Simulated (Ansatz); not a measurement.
# Ru(0001) with 2 thermally displaced layers, 2x2: scattering by thermal displacements

How much do lattice vibrations at 500 K scatter the electrons of Ru? Layers with random displacements are laid between perfect leads, and the resistance is followed against their length.

Method: Ansatz plane-wave DFT, PBE, PAW files; ballistic transport by layer matching (Landauer), zero bias; PAW set soft_1, in Ansatz 0.2.0.

## (1) Starting point

The cell holds 48 atoms: 48 Ru. Its edges and angles: a = 5.412 Å, b = 5.412 Å, c = 25.691 Å, α = 90.0°, β = 90.0°, γ = 120.0°. It derives from Ru. Regions: lead, 40 atoms (40 Ru); scattering region, 8 atoms (8 Ru). The structure is stacked along c, and the current runs across the ab planes.

## (2) With 2 displaced layers

Each atom of 2 layers is moved at random, by amounts drawn from a normal law 0.0456 Å wide in each direction from the Debye model (600 K) at 500 K. The layers about the cell's end stay perfect and serve as the lead. Disorder leaves little or no symmetry, which makes such runs dear. Energies from -0.05 to 0.05 eV in steps of 0.05 eV are too few for the program's thermal sum, so it prints no conductance; for a metal the transmission near the Fermi level serves, at a fraction of the cost.

File input.yaml:

```yaml
crystal:
  lattice:
    - [5.4116, 0.0, 0.0]
    - [-2.7058, 4.6865830751, 0.0]
    - [0.0, 0.0, 25.6914]
  atoms:
    - { symbol: Ru, position: [0.1666666667, 0.3333333333, 0.0416666667] }
    - { symbol: Ru, position: [0.1666666667, 0.8333333333, 0.0416666667] }
    - { symbol: Ru, position: [0.6666666667, 0.3333333333, 0.0416666667] }
    - { symbol: Ru, position: [0.6666666667, 0.8333333333, 0.0416666667] }
    - { symbol: Ru, position: [0.3333333333, 0.1666666667, 0.125] }
    - { symbol: Ru, position: [0.3333333333, 0.6666666667, 0.125] }
    - { symbol: Ru, position: [0.8333333333, 0.1666666667, 0.125] }
    - { symbol: Ru, position: [0.8333333333, 0.6666666667, 0.125] }
    - { symbol: Ru, position: [0.1666666667, 0.3333333333, 0.2083333333] }
    - { symbol: Ru, position: [0.1666666667, 0.8333333333, 0.2083333333] }
    - { symbol: Ru, position: [0.6666666667, 0.3333333333, 0.2083333333] }
    - { symbol: Ru, position: [0.6666666667, 0.8333333333, 0.2083333333] }
    - { symbol: Ru, position: [0.3333333333, 0.1666666667, 0.2916666667] }
    - { symbol: Ru, position: [0.3333333333, 0.6666666667, 0.2916666667] }
    - { symbol: Ru, position: [0.8333333333, 0.1666666667, 0.2916666667] }
    - { symbol: Ru, position: [0.8333333333, 0.6666666667, 0.2916666667] }
    - { symbol: Ru, position: [0.1666666667, 0.3333333333, 0.375] }
    - { symbol: Ru, position: [0.1666666667, 0.8333333333, 0.375] }
    - { symbol: Ru, position: [0.6666666667, 0.3333333333, 0.375] }
    - { symbol: Ru, position: [0.6666666667, 0.8333333333, 0.375] }
    - { symbol: Ru, position: [0.3383644029, 0.1768438362, 0.459649368] }
    - { symbol: Ru, position: [0.3473065688, 0.6824145667, 0.4561939306] }
    - { symbol: Ru, position: [0.821627388, 0.153818892, 0.458142114] }
    - { symbol: Ru, position: [0.8416410928, 0.6664531516, 0.45921333] }
    - { symbol: Ru, position: [0.1512839087, 0.334764014, 0.5400571907] }
    - { symbol: Ru, position: [0.1859379594, 0.8419608449, 0.5433513974] }
    - { symbol: Ru, position: [0.6691602888, 0.339295426, 0.542834169] }
    - { symbol: Ru, position: [0.6613458113, 0.8284947615, 0.5414629891] }
    - { symbol: Ru, position: [0.3333333333, 0.1666666667, 0.625] }
    - { symbol: Ru, position: [0.3333333333, 0.6666666667, 0.625] }
    - { symbol: Ru, position: [0.8333333333, 0.1666666667, 0.625] }
    - { symbol: Ru, position: [0.8333333333, 0.6666666667, 0.625] }
    - { symbol: Ru, position: [0.1666666667, 0.3333333333, 0.7083333333] }
    - { symbol: Ru, position: [0.1666666667, 0.8333333333, 0.7083333333] }
    - { symbol: Ru, position: [0.6666666667, 0.3333333333, 0.7083333333] }
    - { symbol: Ru, position: [0.6666666667, 0.8333333333, 0.7083333333] }
    - { symbol: Ru, position: [0.3333333333, 0.1666666667, 0.7916666667] }
    - { symbol: Ru, position: [0.3333333333, 0.6666666667, 0.7916666667] }
    - { symbol: Ru, position: [0.8333333333, 0.1666666667, 0.7916666667] }
    - { symbol: Ru, position: [0.8333333333, 0.6666666667, 0.7916666667] }
    - { symbol: Ru, position: [0.1666666667, 0.3333333333, 0.875] }
    - { symbol: Ru, position: [0.1666666667, 0.8333333333, 0.875] }
    - { symbol: Ru, position: [0.6666666667, 0.3333333333, 0.875] }
    - { symbol: Ru, position: [0.6666666667, 0.8333333333, 0.875] }
    - { symbol: Ru, position: [0.3333333333, 0.1666666667, 0.9583333333] }
    - { symbol: Ru, position: [0.3333333333, 0.6666666667, 0.9583333333] }
    - { symbol: Ru, position: [0.8333333333, 0.1666666667, 0.9583333333] }
    - { symbol: Ru, position: [0.8333333333, 0.6666666667, 0.9583333333] }
kpoints:
  mp_grid: { grid: [5, 5, 1] }
hamiltonian:
  xc: pbe
  pseudopotentials: { kind: paw, azcp: { folder: soft_1 } }
scf:
  occupations: { method: fermi_dirac, width: 0.1 }
output:
  transmission:
    leads: [[0, 8]]
    kmesh: [10, 10]
    e_range: [-0.05, 0.05]
    de: 0.05
  write_potential: true
  write_density: true
  volumetric_format: npy
  elf: true
```

The run is started by

```
$ ansatz run input.yaml --threads 4 --pin off --max-ram 15360MiB --backend cpu --events-out ev --progress --plain --runs-dir out
```

Numbers of over 12 decimals in the logs are rounded to 6 here.

What it wrote:

```text
Engine: ansatz 0.2.0, aarch64-unknown-linux-gnu
Pseudopotentials: kind: paw
Pseudopotential: Ru, paw, valence charge 16, recommended cutoff 420 eV (normal), soft_1/Ru.paw.azcp
Functional definition: PBE
  parameter kappa = 0.804
  parameter beta = 0.066725
  exchange = pbe_x(kappa = kappa, mu = beta*pi^2/3)
  correlation = pbe_c(beta = beta)
Crystal: 48 atoms, lattice volume = 651.583 Å³
Basis set: ecut = 420 eV, 12691 PW (Γ)
Bands: 461, of which v1, the nominal top of the filled ones, is band 384 counted from 1 (383 counted from 0)
Symmetry: 1 space group operations
Space group: P1 (ITA 1), of the structure as read, at distance tolerance 8.7e-5 Å
k-points: 13 of 25 (time reversal used)
Non-local potential: Ru, projectors of the file, l = 0: 3, l = 1: 2, l = 2: 2, l = 3: 1
PAW form: soft (Blöchl's): semilocal exchange-correlation on the pseudo side does not see the compensation charge
PAW one-centre angular grid: Ru, 590 points (default); XC on 64 Gauss nodes
Initial density: superposition of atomic densities (chi_scale 0.1, normalization cell)
Initial wavefunctions: pseudopotential atomic-orbital guess
Functional: x = pbe(κ = 0.804, μ = 0.219515), c = pbe(β = 0.066725)
SCF iter   1: F=—  HF=-282208.810951 eV  |F-HF|=—  |Δ(HF+E_count)|=         —  Δρ=1.22e-1  dr2=9.32e1  ethr=3.10e-3  ⟨swp⟩=5.0  Hψ=19101  notcnv=0  defer=3
preconditioner: auto → Kerker (q_TF=auto, 2.804 Å⁻¹)  [metal: Δε(μ)=0.057 eV  Ē_g=5.263 eV  σ=0.100 eV  W_gap=0.14  n_scr=268 (ndim 8)  ℏωp=28.5 eV  f_vac=0.000  D(μ)=40.25/eV (n_scr^D=392)]
SCF iter   2: F=—  HF=-282185.384165 eV  |F-HF|=—  |Δ(HF+E_count)|=    2.34e1  Δρ=5.91e-2  dr2=2.12e1  ethr=3.10e-3  ⟨swp⟩=2.8  Hψ=12032  notcnv=0  defer=55
SCF iter   3: F=—  HF=-282179.060556 eV  |F-HF|=—  |Δ(HF+E_count)|=    6.32e0  Δρ=9.52e-3  dr2=2.65e-1  ethr=2.75e-3  ⟨swp⟩=2.0  Hψ=9312  notcnv=0  defer=55
SCF iter   4: F=—  HF=-282179.111819 eV  |F-HF|=—  |Δ(HF+E_count)|=   5.13e-2  Δρ=1.07e-3  dr2=4.56e-3  ethr=3.45e-5  ⟨swp⟩=2.1  Hψ=11252  notcnv=0  defer=55
SCF iter   5: F=—  HF=-282179.112634 eV  |F-HF|=—  |Δ(HF+E_count)|=   8.15e-4  Δρ=2.19e-4  dr2=1.91e-4  ethr=5.93e-7  ⟨swp⟩=3.0  Hψ=13322  notcnv=0  defer=55
SCF iter   6: F=—  HF=-282179.112627 eV  |F-HF|=—  |Δ(HF+E_count)|=   6.58e-6  Δρ=4.82e-5  dr2=1.26e-5  ethr=2.49e-8  ⟨swp⟩=2.5  Hψ=9880  notcnv=0  defer=55
SCF iter   7: F=—  HF=-282179.113962 eV  |F-HF|=—  |Δ(HF+E_count)|=   1.33e-3  Δρ=1.09e-5  dr2=9.02e-7  ethr=1.64e-9  ⟨swp⟩=2.0  Hψ=8392  notcnv=0  defer=55
SCF iter   8: F=-282179.113962 eV  HF=-282179.113962 eV  |F-HF|=2.80e-8  |Δ(HF+E_count)|=   1.13e-7  Δρ=1.74e-6  dr2=3.59e-8  ethr=1.30e-11  ⟨swp⟩=8.3  Hψ=13906  notcnv=0
SCF 1 converged in 8 iterations: F = -282179.113962 eV  dr2 = 3.59e-8
  greatest PAW one-centre occupation: 1.000 electrons in one spin orbital (limit 2), on the Ru atom at site 21 (counted from 0), in its partial waves of l = 0
transmission: 251 of 2496 steps passed
transmission: 500 of 2496 steps passed
[...]
transmission: 2496 of 2496 steps passed
SCF converged after 8 iterations
Free energy (F): -282179.113962 eV
Harris-Foulkes:  -282179.113962 eV  (|F-HF|=2.80e-8)
Internal energy: -282177.589493 eV  (E = F + TS)
E sigma→0 (E₀):  -282178.351727 eV
Entropy (-TS):   -1.524469 eV (-31.760 meV/atom)
Fermi energy:    23.338243 eV
--- Per-component energies (eV) ---
  E_band       = -2694.484884
  E_kinetic    = 22101.908943
  E_local      = -60969.757424  (includes V_loc(G=0)·N_el)
  E_nonlocal   = 19798.834336
  E_hartree    = 20216.578069
  E_xc         = -8167.965104
  E_vxc        = -10330.025182  (∫ρ·V_xc dr)
  E_paw        = -168071.810413  (= ΣΔE_a)
  E_vpaw       = -13728.635271  (= ΣTr[D̂ρ^β])
  E_aug_tail   = 0.030096  (compensation charges beyond the density's cutoff)
  E_ewald      = -107085.407995
  E_smearing   = -1.524469  (= −TS)
  E_closure    = -0.000000  (closes the sum)
  Σ components = -282179.113962   (vs F -282179.113962, Δ=0.00e0)
--- Band table (eV; the first three rows and the last of 13) ---
  k-point 0: bands = [... 380 lower, 23.8766, 23.8837, 24.3489, 24.3620, 24.3716, 24.3773, 24.4811, 24.5086, ... 73 higher]
  k-point 1: bands = [... 380 lower, 23.4802, 23.4938, 23.5076, 23.8276, 23.8330, 24.0149, 24.0256, 24.1123, ... 73 higher]
  k-point 2: bands = [... 380 lower, 22.9692, 23.0053, 23.0200, 23.1034, 23.1771, 23.1847, 23.3663, 23.3720, ... 73 higher]
  k-point 12: bands = [... 380 lower, 23.0898, 23.1223, 23.1387, 23.3145, 23.3331, 23.3711, 23.3734, 23.3806, ... 73 higher]
--- Transmission ---
  basis      : 223 plane waves across, 48 finite elements along
  points     : 52, standing for a mesh of 10 x 10
  energies   : 3 from -0.050000 to 0.050000 eV about the Fermi level, 0.050000 eV apart; the leads are filled to 0.000000 eV, and channels, transmission and decay are at 0.000000 eV
  crystal 0  : Ru8, at the sites [0, 8], period 4.2819 Å, over 21.41 Å; its Hamiltonian steps by up to 3.2 meV
    offset         : up to 0.0000 Å between an atom of the period and one for which it stands
    channels       : 5.160000e0 a spin
    conductance    : none, the energies end too early or step too widely for 300 K: set another output.transmission.e_range or a lower de, or, where they end at an eighth of basis.ecutwfc, a higher one
  junction   : crystal 0 to crystal 0, 0.70 to 22.11 Å
    transmission   : 4.940789e0 a spin
    conductance    : none, the energies end too early or step too widely for 300 K: set another output.transmission.e_range or a lower de, or, where they end at an eighth of basis.ecutwfc, a higher one
```

It took 11 min on 4 threads of Arm Neoverse V1, shared host; peak memory 6.5 GiB; 40 min of CPU time.

This step gave:

```yaml
free_energy: -282179.1140 eV
energy_at_zero_smearing: -282178.3517 eV
fermi_energy: 23.34 eV
cell_area: 25.36 Å²
transmission_per_spin_nearest_the_fermi_level: 4.941
open_channels_per_spin_nearest_the_fermi_level: 5.16
step_of_the_lead_s_potential: 3.2 meV
```

Per spin. Transmission, zone mean against energy, zero at the Fermi level:

```tsv
energy (eV)	transmission, zone mean
-0.0500	4.98
0.0000	4.94
0.0500	5.26
```

Per spin. Open channels, zone mean, lead against energy, zero at the Fermi level:

```tsv
energy (eV)	open channels, zone mean, lead
-0.0500	5.16
0.0000	5.16
0.0500	5.64
```

Transmission over k1 and k2. At 0.0000 eV from the Fermi level.

Ten even steps from '_' (2.0) to '@' (11.8):
```
....::::::....______
..::::::::::::..____
..::::==**==::::..__
..::::**@@@@**::::..
--..::==@@@@@@==::..
....::::**@@@@**::::
..__..::::==**==::::
..____..::::::::::::
..______....::::::..
--........--........
```
Columns: k1 (b1) from -0.5 to 0.4; rows upwards: k2 (b2) from -0.5 to 0.4.

Open channels over k1 and k2. At 0.0000 eV from the Fermi level.

Values, 10 rows by 10 columns:
```
 4.0  4.0  5.0  5.0  5.0  4.0  4.0  3.0  2.0  3.0
 3.0  5.0  5.0  5.0  5.0  5.0  5.0  3.0  2.0  2.0
 3.0  5.0  5.0  7.0  9.0  7.0  5.0  5.0  3.0  3.0
 4.0  5.0  5.0  9.0 12.0 12.0  9.0  5.0  5.0  4.0
 6.0  4.0  5.0  7.0 12.0 12.0 12.0  7.0  5.0  4.0
 4.0  4.0  5.0  5.0  9.0 12.0 12.0  9.0  5.0  5.0
 3.0  3.0  3.0  5.0  5.0  7.0  9.0  7.0  5.0  5.0
 3.0  2.0  2.0  3.0  5.0  5.0  5.0  5.0  5.0  5.0
 4.0  3.0  2.0  3.0  4.0  4.0  5.0  5.0  5.0  4.0
 6.0  4.0  3.0  3.0  4.0  6.0  4.0  3.0  3.0  4.0
```
Columns: k1 (b1) from -0.5 to 0.4; rows upwards: k2 (b2) from -0.5 to 0.4.

ELF in the ca plane at fractional y = 0.154, with atoms of Ru within 0.2 Å of it. It is the smooth field of the valence electrons, not physical close to the nuclei.

Ten even steps from '0' (0.21) to '9' (0.60), each cell a mean:
```
10011158731210011267621111111268611100121378
21121399971221221599961211221699951221221799
21221498981221220697970221221698951221221798
11121279951211121389941210121489831211121599
12211113211112211124311012101123201112111123
14300111111024300111111023201111120034201111
13201111101013201112101013201111111023101111
10011158731210011158731211121268621100121378
21121399971221220499971221221699951221221799
21221498981221220598971221221698951221221798
11121279951211121289941210121489831211121599
12211113211112201013201111111023201112111123
14300111111024300111121024201111120034201111
13201111101013201111111023201111111023101111
```
Columns run along c (16.0 Å, from fractional 0.19 to 0.81 of the cell), rows up along a (5.4 Å). Atoms in or near the plane, at fractional coordinates: Ru at (0.29, 0.33), Ru at (0.29, 0.83), Ru at (0.46, 0.34), Ru at (0.46, 0.82), Ru at (0.62, 0.33), Ru at (0.62, 0.83), Ru at (0.79, 0.33), Ru at (0.79, 0.83).

Electrostatic potential energy in the ca plane at fractional y = 0.154, with atoms of Ru within 0.2 Å of it. With pseudopotentials it is smooth inside the atoms' cores, unlike the true potential.

Ten even steps from '0' (-71 eV) to '9' (24 eV), each cell a mean:
```
99999864579999999864589999999854589999999754
99999720048999999610159999999510169999998400
99999610038999999510049999999400169999998400
99999842369999999731369999999732479999999632
98899987899988899987899998899987899988899987
87789999999987799999999987899999999977899999
87899998999987899998999988899998999987899998
99999864579999999864579999999854589999999754
99999720048999999620159999999510169999998400
99999610038999999610048999999400169999998400
99999842369999999842369999999732479999999632
98899987899988899987899998999987899988899987
87789999999987799999999987899999999977899999
87899998999987899999999987899998999987899998
```
Columns run along c (16.0 Å, from fractional 0.19 to 0.81 of the cell; values clipped at the 3rd and 97th percentile), rows up along a (5.4 Å). Atoms in or near the plane, at fractional coordinates: Ru at (0.29, 0.33), Ru at (0.29, 0.83), Ru at (0.46, 0.34), Ru at (0.46, 0.82), Ru at (0.62, 0.33), Ru at (0.62, 0.83), Ru at (0.79, 0.33), Ru at (0.79, 0.83).

Valence density in the ca plane at fractional y = 0.154, with atoms of Ru within 0.2 Å of it. It is the smooth field of the valence electrons, not physical close to the nuclei.

Ten even steps from '0' (0 e/Å³) to '9' (11 e/Å³), each cell a mean:
```
00000013200000000012200000000023100000000023
00000148720000000158620000000268510000000278
00000159830000000269720000000279610000000389
00000024410000000035410000000135300000000145
00000000000000000001000000000000000000000000
01000000000001000000000000000000000001000000
00000000000000000000000000000000000000000000
00000013200000000013200000000023100000000023
00000148720000000158620000000268510000000278
00000159830000000159720000000279610000000389
00000024410000000024310000000135300000000145
00000000000000000000000000000000000000000000
01000000000001000000000000000000000001000000
00000000000000000000000000000000000000000000
```
Columns run along c (16.0 Å, from fractional 0.19 to 0.81 of the cell), rows up along a (5.4 Å). Atoms in or near the plane, at fractional coordinates: Ru at (0.29, 0.33), Ru at (0.29, 0.83), Ru at (0.46, 0.34), Ru at (0.46, 0.82), Ru at (0.62, 0.33), Ru at (0.62, 0.83), Ru at (0.79, 0.33), Ru at (0.79, 0.83).

Over the solved energies the transmission per spin lies between 4.94 and 5.26, out of 5.32 channels of the lead on average (up to 5.64).

[end of part 1 of 2]

[Logs are printed without paths, hosts, clocks, repeated set-up lines and the standing remarks that a program may print on its own settings, such as how far it seeks lower states.]

[Hosts, paths, dates, database ids (printed as entryN), source tags and the programs' standing remarks are cut or masked in the printed files.]
